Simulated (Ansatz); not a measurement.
**AlNi (Pm-3m) under uniaxial strain along [001]**

Wanted: the shifts of the zone-centre modes of AlNi (Pm-3m) with strain.

Main program and level: Ansatz 0.2.0; DFT PBEsol, scalar-relativistic, plane waves, PAW; PAW set soft_1.

The database entry behind the starting cell differs from later determinations by our own check (about 0.2 % short), so it need not match the best structure at ambient conditions.

## Step 1: Set-up

Symmetry: Pm-3m, No. 221, cubic system. Conventional cell: a = 2.881 Å, b = 2.881 Å, c = 2.881 Å, α = 90.00°, β = 90.00°, γ = 90.00°. Nearest to Al lie 8 Ni at 2.50 Å. Ni has 8 Al at 2.50 Å nearest. Farther neighbours are not listed.

As a file:

```cif
data_structure
_symmetry_space_group_name_H-M 'P 1'
_symmetry_Int_Tables_number 1
_cell_length_a 2.8810
_cell_length_b 2.8810
_cell_length_c 2.8810
_cell_angle_alpha 90.000
_cell_angle_beta 90.000
_cell_angle_gamma 90.000
_cell_volume 23.91
loop_
_atom_site_label
_atom_site_type_symbol
_atom_site_fract_x
_atom_site_fract_y
_atom_site_fract_z
_atom_site_occupancy
Al1 Al 0.00000 0.00000 0.00000 1
Ni2 Ni 0.50000 0.50000 0.50000 1
```

## Step 2: Relaxation

The cell and atoms are relaxed, since residual forces and stress would shift the frequencies.

The input, input.yaml:

```yaml
crystal:
  lattice:
    - [2.881, 0.0, 0.0]
    - [0.0, 2.881, 0.0]
    - [0.0, 0.0, 2.881]
  atoms:
    - { symbol: Al, position: [0.0, 0.0, 0.0] }
    - { symbol: Ni, position: [0.5, 0.5, 0.5] }
kpoints:
  mp_grid: { grid: [14, 14, 14] }
hamiltonian:
  xc: pbesol
  pseudopotentials: { kind: paw, azcp: { folder: soft_1 }, xc_functional: pbe }
scf:
  occupations: { method: gaussian, width: 0.1 }
output:
  forces: true
  stress: true
  eigenvalues: true
  write_density: true
  write_potential: true
  elf: true
  volumetric_format: npy
relax:
  adjacent_minimum: "off"
  f_tol: 0.005
  max_steps: 80
  cell: { stress_tol: 0.05 }
```

The run is started by

```sh
ansatz run input.yaml --threads 4 --pin off --max-ram 10240MiB --backend cpu --events-out ev --progress --plain --runs-dir out
```

Numbers of over 12 decimals in the logs are rounded to 6 here.

The log of the run:

```text
Engine: ansatz 0.2.0, x86_64-unknown-linux-gnu
Pseudopotentials: kind: paw
Pseudopotential: Al, paw, valence charge 3, recommended cutoff 420 eV (normal), soft_1/Al.paw.azcp
Pseudopotential: Ni, paw, valence charge 18, recommended cutoff 420 eV (normal), soft_1/Ni.paw.azcp
Functional definition: PBEsol
  exchange = pbesol_x
  correlation = pbesol_c
Crystal: 2 atoms, lattice volume = 23.913 Å³
Basis set: ecut = 420 eV, 461 PW (Γ), exchange–correlation on 40×40×40 points (8 copies of the dense FFT grid, shifted against one another)
Bands: 15, of which v1, the nominal top of the filled ones, is band 11 counted from 1 (10 counted from 0)
Symmetry: 48 space group operations
Space group: Pm-3m (ITA 221), of the structure as read, at distance tolerance 2.9e-5 Å
k-points: 120 of 2744
Non-local potential: Al, projectors of the file, l = 0: 2, l = 1: 2, l = 2: 1
Non-local potential: Ni, projectors of the file, l = 0: 3, l = 1: 2, l = 2: 3, l = 3: 1
PAW form: soft (Blöchl's): semilocal exchange-correlation on the pseudo side does not see the compensation charge
PAW frozen core: Al, regenerated for the run's functional, and the local potential with it (the file was generated under x = pbe(κ = 0.804, μ = 0.219515), c = pbe(β = 0.066725))
PAW frozen core: Ni, regenerated for the run's functional, and the local potential with it (the file was generated under x = pbe(κ = 0.804, μ = 0.219515), c = pbe(β = 0.066725))
PAW one-centre angular grid: Al, 110 points (default); XC on 64 Gauss nodes
PAW one-centre angular grid: Ni, 590 points (default); XC on 64 Gauss nodes
Initial density: superposition of atomic densities (chi_scale 0.1, normalization cell, long waves kept (reshape's long-wave potential 0.00 eV rms))
Initial wavefunctions: pseudopotential atomic-orbital guess
Functional: x = pbesol(κ = 0.804, μ = 0.123457), c = pbesol(β = 0.046)
SCF iter   1: F=—  HF=-6331.244153 eV  |F-HF|=—  |Δ(HF+E_count)|=         —  Δρ=8.10e-2  dr2=1.57e0  ethr=3.10e-3  ⟨swp⟩=4.1  Hψ=8024  notcnv=0
preconditioner: auto → none  [metal: Δε(μ)=0.060 eV  Ē_g=10.131 eV  σ=0.100 eV  W_gap=0.33  n_scr=6 (ndim 8)  ℏωp=27.4 eV  f_vac=0.000  D(μ)=0.85/eV (n_scr^D=6)  sad-step TF]
SCF iter   2: F=—  HF=-6331.084661 eV  |F-HF|=—  |Δ(HF+E_count)|=   1.59e-1  Δρ=5.90e-2  dr2=9.06e-1  ethr=3.10e-3  ⟨swp⟩=2.0  Hψ=3230  notcnv=0  defer=52
SCF iter   3: F=—  HF=-6330.890423 eV  |F-HF|=—  |Δ(HF+E_count)|=   1.94e-1  Δρ=2.39e-2  dr2=1.21e-1  ethr=3.10e-3  ⟨swp⟩=2.0  Hψ=2295  notcnv=0  defer=52
SCF iter   4: F=—  HF=-6330.870070 eV  |F-HF|=—  |Δ(HF+E_count)|=   2.04e-2  Δρ=5.24e-3  dr2=3.88e-3  ethr=5.75e-4  ⟨swp⟩=2.1  Hψ=3202  notcnv=0  defer=49
SCF iter   5: F=—  HF=-6330.869885 eV  |F-HF|=—  |Δ(HF+E_count)|=   1.85e-4  Δρ=4.62e-4  dr2=2.27e-5  ethr=1.85e-5  ⟨swp⟩=2.3  Hψ=2429  notcnv=0  defer=49
SCF iter   6: F=—  HF=-6330.869877 eV  |F-HF|=—  |Δ(HF+E_count)|=   8.21e-6  Δρ=9.65e-5  dr2=1.21e-6  ethr=1.08e-7  ⟨swp⟩=2.0  Hψ=3015  notcnv=0  defer=49
SCF iter   7: F=-6330.869877 eV  HF=-6330.869877 eV  |F-HF|=2.38e-8  |Δ(HF+E_count)|=   1.35e-7  Δρ=1.06e-5  dr2=1.76e-8  ethr=4.76e-10  ⟨swp⟩=9.7  Hψ=12227  notcnv=0
SCF 1 converged in 7 iterations: F = -6330.869877 eV  dr2 = 1.76e-8
  greatest PAW one-centre occupation: 1.001 electrons in one spin orbital (limit 2), on the Ni atom at site 1 (counted from 0), in its partial waves of l = 1
relax step   1: F+E_penalty+E_count = -6330.86987662 eV  Δ(F+E_penalty+E_count) = +0.000e0 eV  max|allowed force component| = 1.262e-29 eV/Å  Δτ_max = 0.0000 Å  P = -3.283 GPa  Ω = 23.913 Å³  (7 SCF iters, dr2 threshold 1.00e-7 eV, accepted)
Crystal: 2 atoms, lattice volume = 23.625 Å³
Initial density: handed on by an earlier stage of this run
Initial wavefunctions: those handed on with the density
iter 1 solved again at ethr=3.70e-6 eV; its pass at ethr=3.10e-3 eV (dr2=7.78e-4 eV) is discarded
SCF iter   1: F=—  HF=-6330.874205 eV  |F-HF|=—  |Δ(HF+E_count)|=         —  Δρ=2.24e-3  dr2=7.60e-4  ethr=3.70e-6  ⟨swp⟩=2.1  Hψ=10156  notcnv=0
preconditioner: auto → none  [metal: Δε(μ)=0.008 eV  Ē_g=9.741 eV  σ=0.100 eV  W_gap=0.05  n_scr=6 (ndim 8)  ℏωp=27.5 eV  f_vac=0.000  D(μ)=1.03/eV (n_scr^D=6)]
SCF iter   2: F=—  HF=-6330.874100 eV  |F-HF|=—  |Δ(HF+E_count)|=   1.06e-4  Δρ=3.51e-4  dr2=2.45e-5  ethr=3.62e-6  ⟨swp⟩=1.2  Hψ=1876  notcnv=0
SCF iter   3: F=—  HF=-6330.874100 eV  |F-HF|=—  |Δ(HF+E_count)|=   4.49e-7  Δρ=6.97e-5  dr2=8.14e-7  ethr=1.16e-7  ⟨swp⟩=1.8  Hψ=2288  notcnv=0
iter 4 did not close the SCF: its close was put off for the readings that it lacked (scf_convergence_deferred on its scf_iter line)
SCF iter   4: F=-6330.874100 eV  HF=-6330.874100 eV  |F-HF|=1.72e-9  |Δ(HF+E_count)|=   3.31e-7  Δρ=2.02e-5  dr2=4.35e-8  ethr=3.88e-9  ⟨swp⟩=2.0  Hψ=2592  notcnv=0
iter 5 did not close the SCF: its close was put off for the readings that it lacked (scf_convergence_deferred on its scf_iter line)
SCF iter   5: F=-6330.874100 eV  HF=-6330.874100 eV  |F-HF|=8.73e-11  |Δ(HF+E_count)|=   8.60e-9  Δρ=1.88e-6  dr2=3.59e-10  ethr=2.07e-10  ⟨swp⟩=1.2  Hψ=1828  notcnv=0
SCF iter   6: F=-6330.874100 eV  HF=-6330.874100 eV  |F-HF|=9.09e-13  |Δ(HF+E_count)|=  5.09e-11  Δρ=5.18e-8  dr2=2.86e-13  ethr=1.71e-12  ⟨swp⟩=4.0  Hψ=8167  notcnv=0
SCF 2 converged in 6 iterations: F = -6330.874100 eV  dr2 = 2.86e-13
relax step   2: F+E_penalty+E_count = -6330.87409967 eV  Δ(F+E_penalty+E_count) = -4.223e-3 eV  max|allowed force component| = 2.104e-30 eV/Å  Δτ_max = 0.0000 Å  P = -1.310 GPa  Ω = 23.625 Å³  energy of the carried Pulay correction = +7.983e-5 eV  (6 SCF iters, dr2 threshold 2.00e-7 eV, accepted)
Crystal: 2 atoms, lattice volume = 23.438 Å³
iter 1 solved again at ethr=1.61e-6 eV; its pass at ethr=3.10e-3 eV (dr2=3.38e-4 eV) is discarded
SCF iter   1: F=—  HF=-6330.874943 eV  |F-HF|=—  |Δ(HF+E_count)|=         —  Δρ=1.49e-3  dr2=3.36e-4  ethr=1.61e-6  ⟨swp⟩=2.1  Hψ=10062  notcnv=0
preconditioner: auto → none  [metal: Δε(μ)=0.009 eV  Ē_g=9.808 eV  σ=0.100 eV  W_gap=0.05  n_scr=6 (ndim 8)  ℏωp=27.7 eV  f_vac=0.000  D(μ)=1.02/eV (n_scr^D=6)]
SCF iter   2: F=—  HF=-6330.874896 eV  |F-HF|=—  |Δ(HF+E_count)|=   4.72e-5  Δρ=2.35e-4  dr2=1.09e-5  ethr=1.60e-6  ⟨swp⟩=1.2  Hψ=1873  notcnv=0
SCF iter   3: F=—  HF=-6330.874897 eV  |F-HF|=—  |Δ(HF+E_count)|=   1.00e-6  Δρ=4.50e-5  dr2=3.14e-7  ethr=5.21e-8  ⟨swp⟩=1.9  Hψ=2353  notcnv=0
iter 4 did not close the SCF: its close was put off for the readings that it lacked (scf_convergence_deferred on its scf_iter line)
SCF iter   4: F=-6330.874897 eV  HF=-6330.874897 eV  |F-HF|=2.32e-9  |Δ(HF+E_count)|=   1.34e-7  Δρ=1.24e-5  dr2=1.58e-8  ethr=1.49e-9  ⟨swp⟩=2.0  Hψ=2645  notcnv=0
iter 5 did not close the SCF: its close was put off for the readings that it lacked (scf_convergence_deferred on its scf_iter line)
SCF iter   5: F=-6330.874897 eV  HF=-6330.874897 eV  |F-HF|=2.47e-10  |Δ(HF+E_count)|=   4.10e-9  Δρ=1.97e-6  dr2=4.00e-10  ethr=7.55e-11  ⟨swp⟩=1.2  Hψ=1838  notcnv=0
SCF iter   6: F=-6330.874897 eV  HF=-6330.874897 eV  |F-HF|=0.00e0  |Δ(HF+E_count)|=  2.18e-11  Δρ=3.94e-8  dr2=1.82e-13  ethr=1.90e-12  ⟨swp⟩=3.9  Hψ=8161  notcnv=0
SCF 3 converged in 6 iterations: F = -6330.874897 eV  dr2 = 1.82e-13
relax step   3: F+E_penalty+E_count = -6330.87489653 eV  Δ(F+E_penalty+E_count) = -7.969e-4 eV  max|allowed force component| = 6.294e-30 eV/Å  Δτ_max = 0.0000 Å  P = +0.045 GPa  Ω = 23.438 Å³  energy of the carried Pulay correction = +1.323e-4 eV  (6 SCF iters, dr2 threshold 2.00e-7 eV, accepted)
Initial wavefunctions: pseudopotential atomic-orbital guess (no wavefunctions were taken with the density)
iter 1 solved again at ethr=7.62e-9 eV; its pass at ethr=3.10e-3 eV (dr2=1.60e-6 eV) is discarded
SCF iter   1: F=—  HF=-6330.874766 eV  |F-HF|=—  |Δ(HF+E_count)|=         —  Δρ=2.19e-5  dr2=1.99e-8  ethr=7.62e-9  ⟨swp⟩=3.0  Hψ=13654  notcnv=0
preconditioner: auto → none  [metal: Δε(μ)=0.009 eV  Ē_g=9.813 eV  σ=0.100 eV  W_gap=0.05  n_scr=6 (ndim 8)  ℏωp=27.7 eV  f_vac=0.000  D(μ)=1.02/eV (n_scr^D=6)]
SCF iter   2: F=—  HF=-6330.874767 eV  |F-HF|=—  |Δ(HF+E_count)|=   1.33e-6  Δρ=1.57e-5  dr2=2.32e-8  ethr=9.48e-11  ⟨swp⟩=2.0  Hψ=3062  notcnv=0
SCF iter   3: F=—  HF=-6330.874767 eV  |F-HF|=—  |Δ(HF+E_count)|=   5.87e-9  Δρ=5.86e-6  dr2=3.98e-9  ethr=9.48e-11  ⟨swp⟩=1.6  Hψ=2420  notcnv=0
SCF iter   4: F=—  HF=-6330.874767 eV  |F-HF|=—  |Δ(HF+E_count)|=  8.15e-10  Δρ=6.13e-7  dr2=3.97e-11  ethr=1.89e-11  ⟨swp⟩=2.3  Hψ=2550  notcnv=0
iter 5 did not close the SCF: its close was put off for the readings that it lacked (scf_convergence_deferred on its scf_iter line)
SCF iter   5: F=-6330.874767 eV  HF=-6330.874767 eV  |F-HF|=3.64e-12  |Δ(HF+E_count)|=  1.09e-11  Δρ=6.38e-8  dr2=4.36e-13  ethr=1.00e-12  ⟨swp⟩=1.0  Hψ=1800  notcnv=0
SCF iter   6: F=-6330.874767 eV  HF=-6330.874767 eV  |F-HF|=9.09e-13  |Δ(HF+E_count)|=    0.00e0  Δρ=1.25e-8  dr2=1.66e-14  ethr=1.00e-12  ⟨swp⟩=3.0  Hψ=6531  notcnv=0
SCF 4 converged in 6 iterations: F = -6330.874767 eV  dr2 = 1.66e-14
relax step   4: F+E_penalty+E_count = -6330.87476693 eV  Δ(F+E_penalty+E_count) = +1.296e-4 eV  max|allowed force component| = 3.599e-30 eV/Å  Δτ_max = 0.0000 Å  P = +0.042 GPa  Ω = 23.438 Å³  stress off target by 4.18e-2 GPa  SCF on the basis re-selected at this cell (its energy is not comparable with the rows above)  (6 SCF iters)
basis re-selected at this cell: Δ(F+E_penalty+E_count) = +1.296e-4 eV, ΔP = -0.003 GPa vs the last step (what re-selecting the basis moved, of the pressure what is left beyond the Pulay correction that the steps carried, after the strain that the cell walked since its last selection, with what the two solves' SCF thresholds leave and, on support functions, any second-order correction that the steps lacked; it is no m [...]
SCF converged after 6 iterations
Free energy (F): -6330.874767 eV
Harris-Foulkes:  -6330.874767 eV  (|F-HF|=9.09e-13)
Internal energy: -6330.869674 eV  (E = F + TS)
E sigma→0 (E₀):  -6330.872220 eV
Entropy (-TS):   -0.005093 eV (-2.547 meV/atom)
Fermi energy:    14.057237 eV
--- Per-component energies (eV) ---
  E_band       = -333.829782
  E_kinetic    = 369.140224
  E_local      = -3718.717780  (includes V_loc(G=0)·N_el)
  E_nonlocal   = -105.507255
  E_hartree    = 1951.442589
  E_xc         = -151.755537
  E_vxc        = -177.579108  (∫ρ·V_xc dr)
  E_paw        = -2080.783194  (= ΣΔE_a)
  E_vpaw       = -604.051800  (= ΣTr[D̂ρ^β])
  E_aug_tail   = 0.000752  (compensation charges beyond the density's cutoff)
  E_ewald      = -2594.905901
  E_core_change = 0.216428  (= ΣΔE_core)
  E_smearing   = -0.005093  (= −TS)
  E_closure    = -0.000000  (closes the sum)
  Σ components = -6330.874767   (vs F -6330.874767, Δ=0.00e0)
--- Forces (eV/Å), atoms counted from 1 ---
  atom   1  Al     0.00000000    -0.00000000     0.00000000
  atom   2  Ni    -0.00000000     0.00000000     0.00000000
  max |Σ_I F_I| component: 7.53e-30 eV/Å
--- Stress (GPa, compression-positive) ---
        0.041752       0.000000      -0.000000
        0.000000       0.041752      -0.000000
       -0.000000      -0.000000       0.041752
  P = ⅓ Tr σ = 0.0418 GPa (0.418 kbar)
--- Band table (eV; the first three rows and the last of 120) ---
  k-point 0: bands = [... 7 lower, 12.5098, 12.5098, 12.5098, 19.6367, 19.6367, 19.6367, 22.2636, 22.2636]
  k-point 1: bands = [... 7 lower, 12.4673, 12.4673, 12.5143, 18.6531, 19.7627, 19.7627, 22.2671, 23.1538]
  k-point 2: bands = [... 7 lower, 12.3526, 12.3526, 12.5271, 17.0463, 20.1283, 20.1283, 22.2774, 24.4375]
  k-point 119: bands = [... 7 lower, 13.0873, 13.0873, 16.0087, 16.0087, 16.0087, 17.9769, 18.6545, 18.6545]
--- Relaxed structure (3 steps of the walk, 3 accepted, 1 SCFs on fresh bases) ---
  F+E_penalty+E_count = -6330.87476693 eV   max|allowed force component| = 3.599e-30 eV/Å   (the final SCF, on the basis selected at the relaxed cell)
  cell:  # Å, volume = 23.4379 Å³
    - [2.861802, 0, 0]
    - [0.0, 2.861802, 0.0]
    - [0, 0.0, 2.861802]
  atoms:
    - { symbol: Al, position: [0, 0, 0] }
    - { symbol: Ni, position: [0.5, 0.5, 0.5] }
```

Run time: 3.1 s. Hardware: 4 threads of Intel Xeon Platinum 8488C (Sapphire Rapids), shared host; peak memory 0.38 GiB; 9.6 s of CPU time.

This run has no spin polarisation, although Ni can carry a moment.

Relaxation path:

```csv
step,energy less that of the first step (eV),largest force component (eV/Å),pressure (GPa),volume (Å³)
1,0.0000,0.0000,-3.28,23.91
2,-0.0042,0.0000,-1.31,23.63
3,-0.0050,0.0000,0.04,23.44
4*,-0.0049,0.0000,0.04,23.44
```

Relaxation steps marked * repeat the geometry before them on a plane-wave basis chosen anew for their cell, so energy and pressure can jump there.

The run keeps the 48 symmetry operations that it works with, so distortions that break them were not tested.

```csv
"conventional cell, symmetrised",before,after,change
a (Å),2.881,2.862,-0.7 %
b (Å),2.881,2.862,-0.7 %
c (Å),2.881,2.862,-0.7 %
volume (Å³/atom),11.96,11.72,-2.0 %
```

Final coordinates:

```xyz
2
Lattice="2.8618 0.0000 0.0000 0.0000 2.8618 0.0000 0.0000 0.0000 2.8618" Properties=species:S:1:pos:R:3 pbc="T T T"
Al    0.0000    0.0000    0.0000
Ni    1.4309    1.4309    1.4309
```

Numbers from this step:

```
pressure          : 0.04175 GPa
volume per atom   : 11.72 Å³
gap on the k-mesh : 0 eV
```

Valence density in the ac plane at fractional y = 0.000, with atoms of Al within 0.2 Å of it. It is the smooth field of the valence electrons, not physical close to the nuclei.

Ten even steps from '_' (0.05 e/Å³) to '@' (0.25 e/Å³):
```
____..==##@@@@%%%%@@@@##==..__
....--**%%@@@@%%%%@@@@%%**--..
====**%%@@@@@@@@@@@@@@@@%%**==
####%%@@@@@@@@@@@@@@@@@@@@%%##
%%@@@@@@@@@@@@@@@@@@@@@@@@@@@@
%%@@@@@@@@@@@@@@@@@@@@@@@@@@@@
%%%%%%@@@@@@@@@@@@@@@@@@@@%%%%
%%%%%%@@@@@@@@@@@@@@@@@@@@%%%%
%%@@@@@@@@@@@@@@@@@@@@@@@@@@@@
%%@@@@@@@@@@@@@@@@@@@@@@@@@@@@
####%%@@@@@@@@@@@@@@@@@@@@%%##
====**%%@@@@@@@@@@@@@@@@%%**==
....--**%%@@@@%%%%@@@@%%**--..
____..==##@@@@%%%%@@@@##==..__
____..==##%%%%%%%%%%%%##==..__
```
Columns run along a (2.9 Å), rows up along c (2.9 Å). Atoms in or near the plane, at fractional coordinates: Al at (0.00, 0.00).

Electrostatic potential energy in the ac plane at fractional y = 0.000, with atoms of Al within 0.2 Å of it. With pseudopotentials it is smooth inside the atoms' cores, unlike the true potential.

Ten even steps from '0' (-3 eV) to '9' (26 eV):
```
994002455420049
541003555530014
100024566542000
000245566554200
223455666655432
445556666665554
555666666666655
555666666666655
445556666665554
223455666655432
000245566554200
100024566542000
541003555530014
994002455420049
995102455420159
```
Columns run along a (2.9 Å; values clipped at the 3rd and 97th percentile), rows up along c (2.9 Å). Atoms in or near the plane, at fractional coordinates: Al at (0.00, 0.00).

ELF in the ac plane at fractional y = 0.000, with atoms of Al within 0.2 Å of it. It is the smooth field of the valence electrons, not physical close to the nuclei.

Ten even steps from '_' (0.00) to '@' (0.69):
```
::____..==**########**==..____
______--++############++--____
....--++######****######++--..
--==++######********######++==
****######****++++****######**
########****++++++++****######
######****++++====++++****####
######****++++====++++****####
########****++++++++****######
****######****++++****######**
--==++######********######++==
....--++######****######++--..
______--++############++--____
::____..==**########**==..____
@@::__..--**########**--..__::
```
Columns run along a (2.9 Å), rows up along c (2.9 Å). Atoms in or near the plane, at fractional coordinates: Al at (0.00, 0.00).

In this step the volume went from 11.96 to 11.72 Å³/atom.

## Step 3: Tight relaxation

Phonons need small forces and stress, so the relaxation is finished with tight tolerances on 16×16×16 k points.

The input, input.yaml:

```yaml
crystal:
  lattice:
    - [2.8618020452, 0.0, 0.0]
    - [0.0, 2.8618020452, 0.0]
    - [0.0, 0.0, 2.8618020452]
  atoms:
    - { symbol: Al, position: [0.0, 0.0, 0.0] }
    - { symbol: Ni, position: [0.5, 0.5, 0.5] }
kpoints:
  mp_grid: { grid: [16, 16, 16] }
hamiltonian:
  xc: pbesol
  pseudopotentials: { kind: paw, azcp: { folder: soft_1 }, xc_functional: pbe }
scf:
  occupations: { method: methfessel_paxton, width: 0.2 }
output:
  forces: true
  stress: true
  eigenvalues: true
relax:
  adjacent_minimum: "off"
  f_tol: 0.001
  max_steps: 60
  cell: { stress_tol: 0.01 }
```

The log of the run:

```text
[...]
Crystal: 2 atoms, lattice volume = 23.438 Å³
Basis set: ecut = 420 eV, 461 PW (Γ), exchange–correlation on 40×40×40 points (8 copies of the dense FFT grid, shifted against one another)
Bands: 15, of which v1, the nominal top of the filled ones, is band 11 counted from 1 (10 counted from 0)
Symmetry: 48 space group operations
[...]
k-points: 165 of 4096
[...]
k-point 164: bands = [... 7 lower, 13.0928, 13.0928, 16.0103, 16.0103, 16.0103, 17.9775, 18.6572, 18.6572]
--- Relaxed structure (2 steps of the walk, 2 accepted, 1 SCFs on fresh bases) ---
[...]
cell:  # Å, volume = 23.4364 Å³
    - [2.861739, 0.0, 0]
    - [0.0, 2.861739, 0.0]
    - [0, 0.0, 2.861739]
  atoms:
    - { symbol: Al, position: [0, 0, 0] }
    - { symbol: Ni, position: [0.5, 0.5, 0.5] }
[key lines of the parts left out:]
SCF converged after 4 iterations
Free energy (F): -6330.874466 eV
Fermi energy:    14.083151 eV
P = ⅓ Tr σ = -0.0089 GPa (-0.089 kbar)
```

The job ended after 2.6 s (4 threads; peak memory 0.4 GiB).

Little changed from the start: no atom moved by 0.005 Å and no cell edge by 0.1 %.

This step gave:

- pressure: -0.008878 GPa

The forces vanish by symmetry and the pressure is -0.009 GPa, within the tolerances set. The cell now holds 11.72 Å³/atom.

[end of part 1 of 2]

[Logs are printed without paths, hosts, clocks, repeated set-up lines and the standing remarks that a program may print on its own settings, such as how far it seeks lower states.]

[Hosts, paths, dates, database ids (printed as entryN), source tags and the programs' standing remarks are cut or masked in the printed files.]
